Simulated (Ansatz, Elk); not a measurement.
# BiAs (model structure): optical spectrum from first principles

Aim: the dielectric function of BiAs (model structure), and the optical constants that follow from it. This is a made-up structure; whether it can be made isn't tested. It was built so: All Sb replaced by Bi in the R-3m structure of SbAs. The cell is first relaxed with Ansatz.

Main program and level: Elk 11.2.3 (patched build); DFT, PBE, all-electron APW+lo, Dirac cores, scalar-relativistic bands, independent-particle optical response without local fields.

### Step 1. Set-up

It takes space group R-3m (No. 166, trigonal). Conventional cell: a = 4.152 Å, b = 4.152 Å, c = 11.177 Å, α = 90.00°, β = 90.00°, γ = 120.00°. Nearest to Bi lie 6 As at 3.04 Å. As has 6 Bi at 3.04 Å nearest. Farther neighbours, and contacts between anions beyond the nearest, are not listed.

### Step 2. Relaxation

The structure was built or cut out here, so it is relaxed before any spectrum is computed.

This step: DFT, PBE, plane-wave PAW, default files, scalar-relativistic, relaxation (Ansatz 0.2.0).

The input, input.yaml:

```yaml
crystal:
  lattice:
    - [2.0759409905, 1.1985450897, 3.7257438]
    - [-2.0759409905, 1.1985450897, 3.7257438]
    - [0.0, -2.3970901794, 3.7257438]
  atoms:
    - { symbol: Bi, position: [0.5, 0.5, 0.5] }
    - { symbol: As, position: [0.0, 0.0, 0.0] }
kpoints:
  mp_grid: { grid: [7, 7, 7] }
scf:
  occupations: { method: fermi_dirac, width: 0.05 }
hamiltonian:
  xc: pbe
output:
  forces: true
  stress: true
relax:
  f_tol: 0.02
  max_steps: 50
  cell: {}
```

Command:

```console
> ansatz run input.yaml --threads 4 --pin off --max-ram 8192MiB --backend cpu --events-out ev --progress --plain --runs-dir out
```

Log:

```text
Engine: ansatz 0.2.0, aarch64-unknown-linux-gnu
Pseudopotentials: kind: paw
Pseudopotential: Bi, paw, valence charge 15, recommended cutoff 420 eV (normal), Bi.paw.azcp
Pseudopotential: As, paw, valence charge 15, recommended cutoff 420 eV (normal), As.paw.azcp
Functional definition: PBE
  parameter kappa = 0.804
  parameter beta = 0.066725
  exchange = pbe_x(kappa = kappa, mu = beta*pi^2/3)
  correlation = pbe_c(beta = beta)
Crystal: 2 atoms, lattice volume = 55.620 Å³
Basis set: ecut = 420 eV, 1087 PW (Γ), exchange–correlation on 60×60×60 points (8 copies of the dense FFT grid, shifted against one another)
Bands: 19, of which v1, the nominal top of the filled ones, is band 15 counted from 1 (14 counted from 0)
Symmetry: 12 space group operations
Space group: R-3m (ITA 166), of the structure as read, at distance tolerance 3.8e-5 Å
k-points: 44 of 343
Non-local potential: Bi, projectors of the file, l = 0: 2, l = 1: 2, l = 2: 2, l = 3: 2
Non-local potential: As, projectors of the file, l = 0: 2, l = 1: 2, l = 2: 3, l = 3: 1
PAW form: soft (Blöchl's): semilocal exchange-correlation on the pseudo side does not see the compensation charge
PAW one-centre angular grid: Bi, 590 points (default); XC on 64 Gauss nodes
PAW one-centre angular grid: As, 590 points (default); XC on 64 Gauss nodes
Initial density: superposition of atomic densities (neutral atoms: chi_scale 0, normalization atom), corrected by the library's trained network
Initial wavefunctions: pseudopotential atomic-orbital guess
Functional: x = pbe(κ = 0.804, μ = 0.219515), c = pbe(β = 0.066725)
SCF iter   1: F=—  HF=-17252.614536 eV  |F-HF|=—  |Δ(HF+E_count)|=         —  Δρ=1.05e-3  dr2=7.37e-4  ethr=1.77e-3  ⟨swp⟩=6.1  Hψ=4001  notcnv=0
preconditioner: auto → Kerker (q_TF=auto, 2.462 Å⁻¹)  [metal: Δε(μ)=0.082 eV  Ē_g=9.250 eV  σ=0.050 eV  W_gap=0.38  n_scr=14 (ndim 8)  ℏωp=15.7 eV  f_vac=0.000  D(μ)=0.74/eV (n_scr^D=0)]
SCF iter   2: F=—  HF=-17252.613442 eV  |F-HF|=—  |Δ(HF+E_count)|=   1.09e-3  Δρ=4.58e-4  dr2=1.28e-4  ethr=2.46e-6  ⟨swp⟩=2.2  Hψ=1833  notcnv=0
SCF iter   3: F=—  HF=-17252.613446 eV  |F-HF|=—  |Δ(HF+E_count)|=   3.52e-6  Δρ=1.88e-4  dr2=2.32e-5  ethr=4.27e-7  ⟨swp⟩=2.2  Hψ=1270  notcnv=0
SCF iter   4: F=—  HF=-17252.613446 eV  |F-HF|=—  |Δ(HF+E_count)|=   5.27e-8  Δρ=6.23e-5  dr2=1.76e-6  ethr=7.72e-8  ⟨swp⟩=2.0  Hψ=992  notcnv=0
SCF iter   5: F=—  HF=-17252.613447 eV  |F-HF|=—  |Δ(HF+E_count)|=   6.88e-7  Δρ=2.93e-5  dr2=4.13e-7  ethr=5.87e-9  ⟨swp⟩=2.1  Hψ=1298  notcnv=0
SCF iter   6: F=-17252.613447 eV  HF=-17252.613447 eV  |F-HF|=5.89e-9  |Δ(HF+E_count)|=   4.53e-7  Δρ=6.12e-6  dr2=2.28e-8  ethr=3.33e-10  ⟨swp⟩=5.0  Hψ=3219  notcnv=0
SCF 1 converged in 6 iterations: F = -17252.613447 eV  dr2 = 2.28e-8
  greatest PAW one-centre occupation: 0.999 electrons in one spin orbital (limit 2), on the As atom at site 1 (counted from 0), in its partial waves of l = 2
relax step   1: F+E_penalty+E_count = -17252.61344717 eV  Δ(F+E_penalty+E_count) = +0.000e0 eV  max|allowed force component| = 5.469e-29 eV/Å  Δτ_max = 0.0000 Å  P = -1.040 GPa  Ω = 55.620 Å³  (6 SCF iters, dr2 threshold 1.00e-7 eV, accepted)
Crystal: 2 atoms, lattice volume = 54.384 Å³
Basis set: ecut = 420 eV, 1055 PW (Γ), exchange–correlation on 60×60×60 points (8 copies of the dense FFT grid, shifted against one another)
Initial density: handed on by an earlier stage of this run
Initial wavefunctions: those handed on with the density
iter 1 solved again at ethr=8.91e-6 eV; its pass at ethr=3.10e-3 eV (dr2=2.67e-3 eV) is discarded
SCF iter   1: F=—  HF=-17252.663572 eV  |F-HF|=—  |Δ(HF+E_count)|=         —  Δρ=1.76e-3  dr2=2.86e-3  ethr=8.91e-6  ⟨swp⟩=2.6  Hψ=5765  notcnv=0
preconditioner: auto → none  [insulator: Δε(μ)=0.340 eV  Ē_g=9.401 eV  σ=0.050 eV  W_gap=0.93  n_scr=14 (ndim 8)  ℏωp=15.9 eV  f_vac=0.000  D(μ)=0.07/eV (n_scr^D=0)  ε∞_Penn≈3.9]
SCF iter   2: F=—  HF=-17252.662964 eV  |F-HF|=—  |Δ(HF+E_count)|=   6.08e-4  Δρ=8.14e-4  dr2=5.92e-4  ethr=8.91e-6  ⟨swp⟩=1.3  Hψ=860  notcnv=0
SCF iter   3: F=—  HF=-17252.662875 eV  |F-HF|=—  |Δ(HF+E_count)|=   8.86e-5  Δρ=1.66e-4  dr2=2.10e-5  ethr=1.97e-6  ⟨swp⟩=2.0  Hψ=1001  notcnv=0
SCF iter   4: F=—  HF=-17252.662880 eV  |F-HF|=—  |Δ(HF+E_count)|=   4.57e-6  Δρ=4.41e-5  dr2=6.88e-7  ethr=7.01e-8  ⟨swp⟩=2.0  Hψ=1493  notcnv=0
iter 5 did not close the SCF: its close was put off for the readings that it lacked (scf_convergence_deferred on its scf_iter line)
SCF iter   5: F=-17252.662880 eV  HF=-17252.662880 eV  |F-HF|=1.57e-7  |Δ(HF+E_count)|=   1.50e-7  Δρ=1.91e-5  dr2=1.20e-7  ethr=2.29e-9  ⟨swp⟩=2.0  Hψ=1498  notcnv=0
SCF iter   6: F=-17252.662880 eV  HF=-17252.662880 eV  |F-HF|=3.51e-9  |Δ(HF+E_count)|=   2.04e-7  Δρ=2.69e-6  dr2=2.44e-9  ethr=4.01e-10  ⟨swp⟩=3.3  Hψ=3387  notcnv=0
SCF 2 converged in 6 iterations: F = -17252.662880 eV  dr2 = 2.44e-9
relax step   2: F+E_penalty+E_count = -17252.66287994 eV  Δ(F+E_penalty+E_count) = -4.943e-2 eV  max|allowed force component| = 4.207e-30 eV/Å  Δτ_max = 0.0000 Å  P = +0.522 GPa  Ω = 54.384 Å³  energy of the carried Pulay correction = +2.315e-4 eV  (6 SCF iters, dr2 threshold 2.00e-7 eV, accepted)
Crystal: 2 atoms, lattice volume = 54.938 Å³
Basis set: ecut = 420 eV, 1049 PW (Γ), exchange–correlation on 60×60×60 points (8 copies of the dense FFT grid, shifted against one another)
iter 1 solved again at ethr=2.56e-6 eV; its pass at ethr=3.10e-3 eV (dr2=7.69e-4 eV) is discarded
SCF iter   1: F=—  HF=-17252.664770 eV  |F-HF|=—  |Δ(HF+E_count)|=         —  Δρ=9.93e-4  dr2=8.15e-4  ethr=2.56e-6  ⟨swp⟩=2.7  Hψ=6465  notcnv=0
preconditioner: auto → none  [insulator: Δε(μ)=0.303 eV  Ē_g=9.347 eV  σ=0.050 eV  W_gap=0.89  n_scr=14 (ndim 8)  ℏωp=15.8 eV  f_vac=0.001  D(μ)=0.06/eV (n_scr^D=0)  ε∞_Penn≈3.9]
SCF iter   2: F=—  HF=-17252.664677 eV  |F-HF|=—  |Δ(HF+E_count)|=   9.32e-5  Δρ=4.42e-4  dr2=1.06e-4  ethr=2.56e-6  ⟨swp⟩=2.0  Hψ=939  notcnv=0
SCF iter   3: F=—  HF=-17252.664676 eV  |F-HF|=—  |Δ(HF+E_count)|=   7.68e-7  Δρ=1.08e-4  dr2=4.08e-6  ethr=3.54e-7  ⟨swp⟩=2.0  Hψ=1065  notcnv=0
iter 4 did not close the SCF: its close was put off for the readings that it lacked (scf_convergence_deferred on its scf_iter line)
SCF iter   4: F=-17252.664680 eV  HF=-17252.664680 eV  |F-HF|=1.42e-7  |Δ(HF+E_count)|=   4.03e-6  Δρ=1.14e-5  dr2=7.72e-8  ethr=1.36e-8  ⟨swp⟩=2.0  Hψ=1500  notcnv=0
iter 5 did not close the SCF: its close was put off for the readings that it lacked (scf_convergence_deferred on its scf_iter line)
SCF iter   5: F=-17252.664680 eV  HF=-17252.664680 eV  |F-HF|=5.64e-9  |Δ(HF+E_count)|=   6.47e-8  Δρ=4.54e-6  dr2=7.86e-9  ethr=2.57e-10  ⟨swp⟩=2.0  Hψ=1501  notcnv=0
SCF iter   6: F=-17252.664680 eV  HF=-17252.664680 eV  |F-HF|=1.93e-10  |Δ(HF+E_count)|=   1.28e-9  Δρ=1.08e-6  dr2=6.84e-10  ethr=2.62e-11  ⟨swp⟩=2.0  Hψ=3148  notcnv=0
SCF 3 converged in 6 iterations: F = -17252.664680 eV  dr2 = 6.84e-10
relax step   3: F+E_penalty+E_count = -17252.66467973 eV  Δ(F+E_penalty+E_count) = -1.800e-3 eV  max|allowed force component| = 6.732e-29 eV/Å  Δτ_max = 0.0000 Å  P = -0.125 GPa  Ω = 54.938 Å³  energy of the carried Pulay correction = +1.312e-4 eV  (6 SCF iters, dr2 threshold 2.00e-7 eV, accepted)
[...]
relax step   4: F+E_penalty+E_count = -17252.66994626 eV  Δ(F+E_penalty+E_count) = -5.267e-3 eV  max|allowed force component| = 1.604e-29 eV/Å  Δτ_max = 0.0000 Å  P = -0.005 GPa  Ω = 54.839 Å³  energy of the carried Pulay correction = +1.484e-4 eV  (6 SCF iters, dr2 threshold 2.00e-7 eV, accepted)
[...]
relax step   5: F+E_penalty+E_count = -17252.67003940 eV  Δ(F+E_penalty+E_count) = -9.313e-5 eV  max|allowed force component| = 3.576e-29 eV/Å  Δτ_max = 0.0000 Å  P = +0.001 GPa  Ω = 54.834 Å³  energy of the carried Pulay correction = +1.492e-4 eV  (6 SCF iters, dr2 threshold 5.06e-8 eV, accepted)
Initial wavefunctions: pseudopotential atomic-orbital guess (no wavefunctions were taken with the density)
iter 1 solved again at ethr=1.50e-7 eV; its pass at ethr=3.10e-3 eV (dr2=4.49e-5 eV) is discarded
SCF iter   1: F=—  HF=-17252.669672 eV  |F-HF|=—  |Δ(HF+E_count)|=         —  Δρ=2.25e-4  dr2=8.50e-7  ethr=1.50e-7  ⟨swp⟩=3.8  Hψ=6194  notcnv=0
preconditioner: auto → none  [insulator: Δε(μ)=0.477 eV  Ē_g=9.361 eV  σ=0.050 eV  W_gap=0.98  n_scr=14 (ndim 8)  ℏωp=15.9 eV  f_vac=0.000  D(μ)=0.02/eV (n_scr^D=0)  ε∞_Penn≈3.9]
SCF iter   2: F=—  HF=-17252.669885 eV  |F-HF|=—  |Δ(HF+E_count)|=   2.14e-4  Δρ=1.13e-4  dr2=2.05e-7  ethr=2.83e-9  ⟨swp⟩=2.3  Hψ=1293  notcnv=0
SCF iter   3: F=—  HF=-17252.669958 eV  |F-HF|=—  |Δ(HF+E_count)|=   7.32e-5  Δρ=4.09e-6  dr2=2.20e-9  ethr=6.85e-10  ⟨swp⟩=2.4  Hψ=1169  notcnv=0
SCF iter   4: F=—  HF=-17252.669958 eV  |F-HF|=—  |Δ(HF+E_count)|=   7.39e-8  Δρ=6.56e-7  dr2=4.61e-11  ethr=7.35e-12  ⟨swp⟩=2.0  Hψ=1496  notcnv=0
iter 5 did not close the SCF: its close was put off for the readings that it lacked (scf_convergence_deferred on its scf_iter line)
SCF iter   5: F=-17252.669958 eV  HF=-17252.669958 eV  |F-HF|=6.91e-11  |Δ(HF+E_count)|=   1.37e-9  Δρ=1.63e-7  dr2=3.39e-12  ethr=1.00e-12  ⟨swp⟩=2.0  Hψ=1066  notcnv=0
SCF iter   6: F=-17252.669958 eV  HF=-17252.669958 eV  |F-HF|=0.00e0  |Δ(HF+E_count)|=  7.64e-11  Δρ=3.99e-8  dr2=2.34e-13  ethr=1.00e-12  ⟨swp⟩=5.0  Hψ=3955  notcnv=0
SCF 6 converged in 6 iterations: F = -17252.669958 eV  dr2 = 2.34e-13
relax step   6: F+E_penalty+E_count = -17252.66995847 eV  Δ(F+E_penalty+E_count) = +8.092e-5 eV  max|allowed force component| = 2.314e-29 eV/Å  Δτ_max = 0.0000 Å  P = -0.000 GPa  Ω = 54.834 Å³  stress off target by 1.01e-2 GPa  SCF on the basis re-selected at this cell (its energy is not comparable with the rows above)  (6 SCF iters)
basis re-selected at this cell: Δ(F+E_penalty+E_count) = +8.092e-5 eV, ΔP = -0.002 GPa vs the last step (what re-selecting the basis moved, of the pressure what is left beyond the Pulay correction that the steps carried, after the strain that the cell walked since its last selection, with what the two solves' SCF thresholds leave and, on support functions, any second-order correction that the steps lacked; it is no m [...]
SCF converged after 6 iterations
Free energy (F): -17252.669958 eV
Harris-Foulkes:  -17252.669958 eV  (|F-HF|=0.00e0)
Internal energy: -17252.669621 eV  (E = F + TS)
E sigma→0 (E₀):  -17252.669790 eV
Entropy (-TS):   -0.000338 eV (-0.169 meV/atom)
Fermi energy:    10.438794 eV
--- Per-component energies (eV) ---
  E_band       = -328.249177
  E_kinetic    = 403.733480
  E_local      = -3193.750927  (includes V_loc(G=0)·N_el)
  E_nonlocal   = -110.034290
  E_hartree    = 1424.210546
  E_xc         = -230.490123
  E_vxc        = -223.377962  (∫ρ·V_xc dr)
  E_paw        = -12497.738620  (= ΣΔE_a)
  E_vpaw       = -53.240145  (= ΣTr[D̂ρ^β])
  E_aug_tail   = -0.000430  (compensation charges beyond the density's cutoff)
  E_ewald      = -3048.599257
  E_smearing   = -0.000338  (= −TS)
  E_closure    = 0.000000  (closes the sum)
  Σ components = -17252.669958   (vs F -17252.669958, Δ=0.00e0)
--- Forces (eV/Å), atoms counted from 1 ---
  atom   1  Bi    -0.00000000     0.00000000     0.00000000
  atom   2  As    -0.00000000    -0.00000000     0.00000000
  max |Σ_I F_I| component: 8.84e-29 eV/Å
--- Stress (GPa, compression-positive) ---
        0.004721       0.000000      -0.000000
        0.000000       0.004721      -0.000000
       -0.000000      -0.000000      -0.010121
  P = ⅓ Tr σ = -0.0002 GPa (-0.002 kbar)
--- Relaxed structure (5 steps of the walk, 5 accepted, 1 SCFs on fresh bases) ---
  F+E_penalty+E_count = -17252.66995847 eV   max|allowed force component| = 2.314e-29 eV/Å   (the final SCF, on the basis selected at the relaxed cell)
  cell:  # Å, volume = 54.8336 Å³
    - [2.132004, 1.230913, 3.482409]
    - [-2.132004, 1.230913, 3.482409]
    - [0, -2.461827, 3.482409]
  atoms:
    - { symbol: Bi, position: [0.500000, 0.500000, 0.500000] }
    - { symbol: As, position: [0, 0, 0] }
```

Elapsed: 4 s, on 4 threads of Arm Neoverse V1, shared host; peak memory 0.39 GiB.

Reading the cycles: dr2 is the Hartree energy of the density residual (eV), the measure of convergence; HF is the Harris–Foulkes estimate of the energy, which meets the free energy F at convergence.

Step by step:

```
step  energy less that of the first step (eV)  largest force component (eV/Å)  pressure (GPa)  volume (Å³)
   1                                   0.0000                          0.0000           -1.04        55.62
   2                                  -0.0494                          0.0000            0.52        54.38
   3                                  -0.0512                          0.0000           -0.12        54.94
   4                                  -0.0565                          0.0000            0.00        54.84
   5                                  -0.0566                          0.0000            0.00        54.83
  6*                                  -0.0565                          0.0000            0.00        54.83
```

Relaxation steps marked * repeat the geometry before them on a plane-wave basis chosen anew for their cell, so energy and pressure can jump there.

Forces are held to the 12 operations that the program found; a distortion that breaks them can't arise in this run.

```
primitive cell, as run  before  after  change
                 a (Å)   4.430  4.265  -3.7 %
                 b (Å)   4.430  4.265  -3.7 %
                 c (Å)   4.430  4.265  -3.7 %
                 α (°)   55.88  59.99  +7.3 %
                 β (°)   55.88  59.99  +7.3 %
                 γ (°)   55.88  59.99  +7.3 %
      volume (Å³/atom)   27.81  27.42  -1.4 %
```

The relaxed structure:

```cif
data_structure
_symmetry_space_group_name_H-M 'P 1'
_symmetry_Int_Tables_number 1
_cell_length_a 4.2647
_cell_length_b 4.2647
_cell_length_c 4.2647
_cell_angle_alpha 59.989
_cell_angle_beta 59.989
_cell_angle_gamma 59.989
_cell_volume 54.83
loop_
_atom_site_label
_atom_site_type_symbol
_atom_site_fract_x
_atom_site_fract_y
_atom_site_fract_z
_atom_site_occupancy
Bi1 Bi 0.50000 0.50000 0.50000 1
As2 As 0.00000 0.00000 0.00000 1
```

The relaxation ends with a pressure of 0.00 GPa.

(Part 1 of 2 ends here.)

[Long decimals in the printed logs are rounded to 6 places.]

[Machine, clock and banner lines and Python warnings are left out of the logs.]

[Logs are printed without paths, hosts, clocks, repeated set-up lines and the standing remarks that a program may print on its own settings, such as how far it seeks lower states.]

[Hosts, paths, dates, database ids (printed as entryN), source tags and the programs' standing remarks are cut or masked in the printed files.]

[Where Elk ran, warnings of its patched build on accuracy (core leakage, angular cutoffs, spin-orbit splittings, empty states, lower magnetic states) are left out.]

[Where the starting crystal was built by hand or by swapping elements, it need not be the compound's stable phase.]

[The count of steps not shown may lack steps that the program refused or didn't finish.]
